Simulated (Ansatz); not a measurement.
**Tc of Ba (Im-3m) from its phonons**

What Tc do the phonons of Ba (Im-3m) give, and how does it depend on μ*? The cell shown first is a relaxed one, from steps not shown here.

Program: Ansatz 0.2.0. Level of theory: DFT PBE, scalar-relativistic, plane waves, PAW. Results are calculated unless marked as measured.

Most raw output is cut from this account.

## 1. The cell after earlier relaxation steps

It takes space group Im-3m (No. 229, cubic). Conventional cell: a = 5.013 Å, b = 5.013 Å, c = 5.013 Å, α = 90.00°, β = 90.00°, γ = 90.00°. Ba has 8 Ba at 4.34 Å nearest.

## 2. Electron–phonon run: q 2×2×2, k 6×6×6, scattering 12×12×12

The run that gives the couplings also evaluates McMillan's and Allen and Dynes's formulas and, where asked, the Eliashberg equations, over a range of μ*.

Contents of input.yaml:

```yaml
crystal:
  lattice:
    - [-2.5065, 2.5065, 2.5065]
    - [2.5065, -2.5065, 2.5065]
    - [2.5065, 2.5065, -2.5065]
  atoms:
    - { symbol: Ba, position: [0.0, 0.0, 0.0] }
kpoints:
  mp_grid: { grid: [6, 6, 6] }
hamiltonian:
  xc: pbe
scf:
  occupations: { method: methfessel_paxton, width: 0.2 }
output:
  eigenvalues: true
phonons:
  method: dfpt
  qmesh: [2, 2, 2]
  temperatures: { t_max: 1000, t_step: 50 }
  qpath:
    path:
      - [[0.0, 0.0, 0.0], [0.5, -0.5, 0.5], [0.0, 0.0, 0.5], [0.0, 0.0, 0.0], [0.25, 0.25, 0.25], [0.5, -0.5, 0.5]]
      - [[0.25, 0.25, 0.25], [0.0, 0.0, 0.5]]
    npoints: 10
  electrical_resistivity:
    mesh: [12, 12, 12]
    temperatures: [20.0, 50.0, 80.0, 100.0, 150.0, 200.0, 273.0, 300.0, 400.0, 500.0, 600.0, 800.0]
  superconductivity: { mesh: [12, 12, 12] }
```

Run with:

```console
ansatz run input.yaml --threads 4 --pin off --max-ram 10240MiB --backend cpu --events-out ev --progress --plain --runs-dir out
```

Run time: 13 s. Hardware: 4 threads of Intel Xeon 6975P-C (Granite Rapids), shared host; peak memory 0.64 GiB.

Numbers from this step:

* volume per atom: 62.99 Å³
* metallic on mesh: yes
* gap on the k-mesh: 0 eV
* zero point energy: 0.009312 eV/cell
* share of imaginary modes in the plain interpolation between solved wavevectors: 0
* highest frequency, solved or plainly interpolated: 75.22 cm⁻¹
* Debye temperature (second moment): 98 K
* resistivity at 300 K: 32.91 μΩ cm
* coupling constant λ: 0.2486
* density of states at the Fermi level: 0.5747 states/eV a spin and cell
* log mean phonon energy ħω_log: 4.472 meV
* transport coupling constant λ_tr: 0.2322, 0.2322, 0.2322 (xx, yy, zz)
* Drude plasma energy: 2.764, 2.764, 2.764 eV (xx, yy, zz)
* resistivity times mean free path: 26.14, 26.14, 26.14 × 10⁻¹⁶ Ω m² (xx, yy, zz)
* second-moment phonon energy ħω₂: 5.361 meV
* coupling λ by branch: 0.149, 0.0512, 0.0483 (branches by rank of frequency)

An empty cell: under 1 mK by a formula, or no transition down to the floor of the Eliashberg search. Transition temperatures:

```
  μ*  McMillan Tc (K)  Allen–Dynes Tc (K)
0.08           0.0107              0.0108
 0.1          0.00253             0.00255
0.12                -                   -
0.13                -                   -
0.14                -                   -
0.16                -                   -
 0.2                -                   -
```

## 3. Electron–phonon run: q 3×3×3, k 9×9×9, scattering 12×12×12

The next rung changes the q mesh, which sets the reach of the force constants and couplings; the k mesh of the density and its response; the phonon self-energy between the q points, now taken in.

Changes to input.yaml since step 2:

```diff
@@ -8,3 +8,3 @@
 kpoints:
-  mp_grid: { grid: [6, 6, 6] }
+  mp_grid: { grid: [9, 9, 9] }
 hamiltonian:
@@ -17,3 +17,3 @@
   method: dfpt
-  qmesh: [2, 2, 2]
+  qmesh: [3, 3, 3]
   temperatures: { t_max: 1000, t_step: 50 }
```

Run time: 56 s. Hardware: 4 threads; peak memory 4 GiB.

Numbers from this step:

```yaml
zero_point_energy: 0.009380 eV/cell
highest_frequency_solved_or_plainly_interpolated: 75 cm⁻¹
resistivity_at_300_k: 29.09 μΩ cm
coupling_constant_lambda: 0.2142
density_of_states_at_the_fermi_level: 0.5743 states/eV a spin and cell
log_mean_phonon_energy_omega_log: 4.873 meV
transport_coupling_constant_lambda_tr: 0.2041, 0.2041, 0.2041 (xx, yy, zz)
drude_plasma_energy: 2.761, 2.761, 2.761 eV (xx, yy, zz)
resistivity_times_mean_free_path: 26.17, 26.17, 26.17 × 10⁻¹⁶ Ω m² (xx, yy, zz)
second_moment_phonon_energy_omega: 5.591 meV
coupling_lambda_by_branch: 0.13, 0.047, 0.0372 (branches by rank of frequency)
```

An empty cell: under 1 mK by a formula, or no transition down to the floor of the Eliashberg search. Transition temperatures:

```
  μ*  McMillan Tc (K)  Allen–Dynes Tc (K)
0.08          0.00171             0.00173
 0.1                -                   -
0.12                -                   -
0.13                -                   -
0.14                -                   -
0.16                -                   -
 0.2                -                   -
```

Between step 2 and this run (k-mesh 9×9×9 and q mesh 3×3×3) the value for the log mean phonon energy ħω_log moves from 4.47 meV to 4.87 meV (+9 %).

## 4. Coupling and resistivity: q 4×4×4, k 12×12×12, scattering 16×16×16

The next rung changes the q mesh, which sets the reach of the force constants and couplings; the k mesh of the density and its response; the scattering mesh, which samples the Fermi surface.

input.yaml, the sections that differ from step 3:

```yaml
kpoints:
  mp_grid: { grid: [12, 12, 12] }
phonons:
  method: dfpt
  qmesh: [4, 4, 4]
  temperatures: { t_max: 1000, t_step: 50 }
  qpath:
    path:
      - [[0.0, 0.0, 0.0], [0.5, -0.5, 0.5], [0.0, 0.0, 0.5], [0.0, 0.0, 0.0], [0.25, 0.25, 0.25], [0.5, -0.5, 0.5]]
      - [[0.25, 0.25, 0.25], [0.0, 0.0, 0.5]]
    npoints: 10
  electrical_resistivity:
    mesh: [16, 16, 16]
    temperatures: [20.0, 50.0, 80.0, 100.0, 150.0, 200.0, 273.0, 300.0, 400.0, 500.0, 600.0, 800.0]
  superconductivity: { mesh: [16, 16, 16] }
# crystal, hamiltonian, scf, output: as in step 3
```

Run time: 3.8 min. Hardware: 4 threads; peak memory 9 GiB.

Numbers from this step:

```yaml
zero_point_energy: 0.009402 eV/cell
highest_frequency_solved_or_plainly_interpolated: 75.2 cm⁻¹
debye_temperature_second_moment: 99 K
resistivity_at_300_k: 29.5 μΩ cm
coupling_constant_lambda: 0.2379
density_of_states_at_the_fermi_level: 0.6014 states/eV a spin and cell
log_mean_phonon_energy_omega_log: 4.876 meV
transport_coupling_constant_lambda_tr: 0.2188, 0.2188, 0.2188 (xx, yy, zz)
drude_plasma_energy: 2.801, 2.801, 2.801 eV (xx, yy, zz)
resistivity_times_mean_free_path: 25.32, 25.32, 25.32 × 10⁻¹⁶ Ω m² (xx, yy, zz)
second_moment_phonon_energy_omega: 5.613 meV
coupling_lambda_by_branch: 0.141, 0.0543, 0.0426 (branches by rank of frequency)
```

An empty cell: under 1 mK by a formula, or no transition down to the floor of the Eliashberg search. Transition temperatures:

```
  μ*  McMillan Tc (K)  Allen–Dynes Tc (K)
0.08          0.00704             0.00709
 0.1          0.00136             0.00137
0.12                -                   -
0.13                -                   -
0.14                -                   -
0.16                -                   -
 0.2                -                   -
```

The Eliashberg function α²F has structure finer than the step of the table below, so its rows give means over 0.25 meV, whole bins alone (the curve runs from 0.036 to 9.3 meV). Peaks (meV: height): α²F 4.996: 0.117, 6.893: 0.187, 8.570: 0.185; α²F tr 4.486: 0.112, 6.893: 0.195, 8.570: 0.214.

Table of Eliashberg function α²F by phonon energy; means over each step:

```
phonon energy (meV)      α²F   α²F tr
               0.25   9.4e-6        0
               0.50   2.2e-4   4.6e-5
               0.75   5.2e-4   1.7e-4
               1.00  0.00114   4.2e-4
               1.25  0.00206   8.8e-4
               1.50  0.00363  0.00173
               1.75  0.00575  0.00286
               2.00  0.00788  0.00432
               2.25   0.0102  0.00580
               2.50   0.0141  0.00854
               2.75   0.0209   0.0137
               3.00   0.0546   0.0339
               3.25   0.0945   0.0610
               3.50   0.0989   0.0753
               3.75    0.102   0.0876
               4.00    0.105   0.0967
               4.25    0.111    0.107
               4.50    0.114    0.111
               4.75    0.116    0.110
               5.00    0.109    0.100
               5.25   0.0797   0.0803
               5.50   0.0691   0.0725
               5.75   0.0659   0.0710
               6.00   0.0673   0.0739
               6.25   0.0752   0.0838
               6.50    0.117    0.125
               6.75    0.148    0.165
               7.00    0.136    0.140
               7.25   0.0986   0.0923
               7.50   0.0820   0.0692
               7.75   0.0822   0.0693
               8.00   0.0818   0.0795
               8.25   0.0973    0.107
               8.50    0.149    0.170
               8.75    0.109    0.123
               9.00   0.0636   0.0713
```

## 5. Outcome

| Property | Result |
| --- | --- |
| meshes | q 4×4×4, k 12×12×12, scattering 16×16×16 |
| coupling constant λ | 0.238 |
| log mean phonon energy ħω_log | 4.88 meV |
| Allen–Dynes Tc at μ* = 0.1 | 0.00137 K |

In the last run (PBE, q 4×4×4, k 12×12×12, scattering 16×16×16), with λ = 0.24 and ħω_log = 4.88 meV, Tc at μ* = 0.13 is under 1 mK by the formulas. Wikipedia's list of superconducting elements holds no transition of Ba at normal pressure, in line with the calculation. In that run Allen and Dynes's formula gives no transition above 0.05 K at μ* = 0.10 or more. By the run's own test λ is not converged in the fine mesh: it moves by 6 % between the two finest, and by up to 19 % in the other runs. The run's transport test calls it not converged in the mesh; ρ(300 K) moves by 16 % in the component that moves most. Over the runs, λ takes the values 0.249, 0.214 and 0.238, in the order shown. μ* is a typed number, phonons are harmonic, and spin fluctuations are left out; with λ this near or under μ*(1 + 0.62 λ), the formulas give Tc only to its order of magnitude, or none.

[Logs are printed without paths, hosts, clocks, repeated set-up lines and the standing remarks that a program may print on its own settings, such as how far it seeks lower states.]

[Hosts, paths, dates, database ids (printed as entryN), source tags and the programs' standing remarks are cut or masked in the printed files.]
